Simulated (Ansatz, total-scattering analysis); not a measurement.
# aqueous CaCl2: S(Q) and G(r) from molecular dynamics

The model: ab initio molecular dynamics with Ansatz (revPBE-D3(BJ), plane waves, PAW default files, Langevin thermostat, no spin, fixed volume, H with the mass of D). The average runs over 0.63 ps of 96 atoms, so shells between rare elements are rough. Mean temperature 370 K, largest m.s.d. 0.84 Å², energy drift +2 meV an atom (last third less first, no steady trend), Langevin friction 10 ps⁻¹; the first quarter of the run is discarded. Preparation: last frame of a classical run of this cell, a melt at this density, then 0.3 ps at 380 K with a cheaper basis and a friction of 10 ps⁻¹ (mean temperature of the first stage 376 K), too short to forget the start in full. So short a stretch relaxes bonds and nearest shells but still remembers its start. The density is set to 1.260 g/cm³. Composition: 30 H2O, 2 Ca2+ and 4 Cl-; O 31.2, H 62.5, Ca 2.1, Cl 4.2 atom %. Production: 126 frames 0.005 ps apart at 380 K, fixed volume (mean pressure 0.5 GPa).

S(Q) is the Faber–Ziman total, Σ ci cj fi fj (Sij − 1)/⟨f⟩² + 1. Below 4 Å⁻¹ the partials are summed on the cell's own reciprocal vectors (from 0.63 Å⁻¹) and folded with a Gaussian of σ = 0.14 Å⁻¹; above it they are transforms of g(r) out to 6.8 Å, tapered over the last 40 %. The fold lowers sharp peaks, and with so few vectors their positions are good to about 0.1 Å⁻¹. X-rays take neutral-atom form factors, neutrons coherent lengths (O 5.8037, H 6.6681, Ca 4.7, Cl 9.5792 fm). Hydrogen is taken as deuterium. G(r) = 4πrρ₀[g(r) − 1] carries the resolution of a Lorch-windowed transform up to 20 Å⁻¹. The patterns are simulated, not measured. The cell is small: beyond half the box only the part of each shell inside it is counted, and low-Q values rest on few vectors.

Q: What peaks of S(Q) and neighbour shells come out?

Density 1.260 g/cm³, ρ₀ = 0.0955 Å⁻³. Mean square displacements over the run: O 0.57, H 0.84, Ca 0.13, Cl 0.64 Å² (damped by the Langevin friction of 10 ps⁻¹); the sample is a liquid as far as so short a run tells.

Maxima of S(Q), Q in Å⁻¹ (height): X-ray: 2.17 (1.33), 2.86 (1.93), 4.48 (1.15), 6.11 (1.14), 8.48 (1.12), 10.32 (1.04); neutron: 2.03 (1.85), 4.17 (0.91), 8.29 (1.17), 13.87 (1.08), 20.85 (1.05).

```tsv
Q (Å⁻¹)	X-ray	neutron
0.80	-0.75	0.15
1.00	-0.72	0.17
1.20	-0.43	0.29
1.40	-0.26	0.46
1.60	-0.06	0.81
1.80	0.65	1.62
2.00	1.12	1.84
2.20	1.32	1.67
2.40	1.27	1.39
2.60	1.61	1.22
2.80	1.89	1.07
3.00	1.69	0.90
3.20	1.12	0.79
3.40	0.76	0.78
3.60	0.51	0.82
3.80	0.49	0.83
4.00	0.74	0.90
4.20	0.98	0.91
4.40	1.14	0.89
4.60	1.12	0.83
4.80	1.01	0.79
5.00	0.91	0.78
5.20	0.87	0.79
5.40	0.90	0.81
5.60	0.98	0.85
5.80	1.07	0.89
6.00	1.13	0.95
6.20	1.14	1.01
6.40	1.08	1.05
6.60	0.98	1.06
6.80	0.90	1.04
7.00	0.87	1.02
7.20	0.89	1.02
7.40	0.94	1.04
7.60	0.98	1.07
7.80	1.02	1.12
8.00	1.06	1.15
8.20	1.09	1.16
8.40	1.11	1.16
8.60	1.11	1.15
8.80	1.07	1.13
9.00	1.00	1.11
9.20	0.93	1.08
9.40	0.89	1.05
9.60	0.90	1.02
9.80	0.95	0.98
10.00	1.00	0.95
10.20	1.03	0.92
10.40	1.04	0.90
10.60	1.03	0.89
10.80	1.03	0.88
11.00	1.03	0.87
11.20	1.03	0.87
11.40	1.01	0.88
11.60	0.98	0.89
11.80	0.95	0.91
12.00	0.96	0.94
12.20	0.98	0.97
12.40	1.01	0.99
12.60	1.01	1.01
12.80	1.00	1.03
13.00	0.99	1.04
13.20	0.99	1.05
13.40	1.01	1.06
13.60	1.02	1.07
13.80	1.02	1.08
14.00	1.01	1.07
```

Maxima of G(r), r in Å (Å⁻²): X-ray: 2.50 (0.95), 3.15 (2.25), 4.56 (1.18), 5.13 (0.54), 5.70 (-0.52); neutron: 0.98 (3.08), 1.55 (-0.21), 2.30 (-0.69), 3.26 (1.04).

```
pair  first peak (Å)  g there  first minimum (Å)  g there                  neighbours               kind  X-ray weight (f = Z)  neutron weight
 O–H            0.98     29.4               1.26     0.01    2.0 H per O, 1.0 O per H   within molecules                  0.17            0.36
 H–H            1.56      3.4               1.82     0.12                         1.0   within molecules                  0.02            0.41
H–Cl            2.23      2.8               2.90     0.44  0.4 Cl per H, 5.7 H per Cl  between molecules                  0.05            0.08
O–Ca            2.44      9.4               3.30     0.05  0.5 Ca per O, 7.4 O per Ca  between molecules                  0.12            0.01
 O–O            2.86      2.1               3.88     0.82                         6.8  between molecules                  0.35            0.08
O–Cl            3.16      3.5               4.02     0.67  1.1 Cl per O, 7.9 O per Cl  between molecules                  0.20            0.03
```

Distances within molecules give the sharpest pair functions, and with hydrogen they rule the neutron S(Q) at high Q: O–H 0.98 Å and H–H 1.56 Å (first peaks only). Between molecules or ions, shells with a clear end include O–Ca at 2.44 Å (0.5 Ca per O, 7.4 O per Ca). On the last frame 85 % of the H on O, N or F point at an acceptor of another molecule or at an anion within hydrogen-bond range (2.35 Å to O, N, F; 2.85 Å to Cl, Br, I).

[Logs are printed without paths, hosts, clocks, repeated set-up lines and the standing remarks that a program may print on its own settings, such as how far it seeks lower states.]
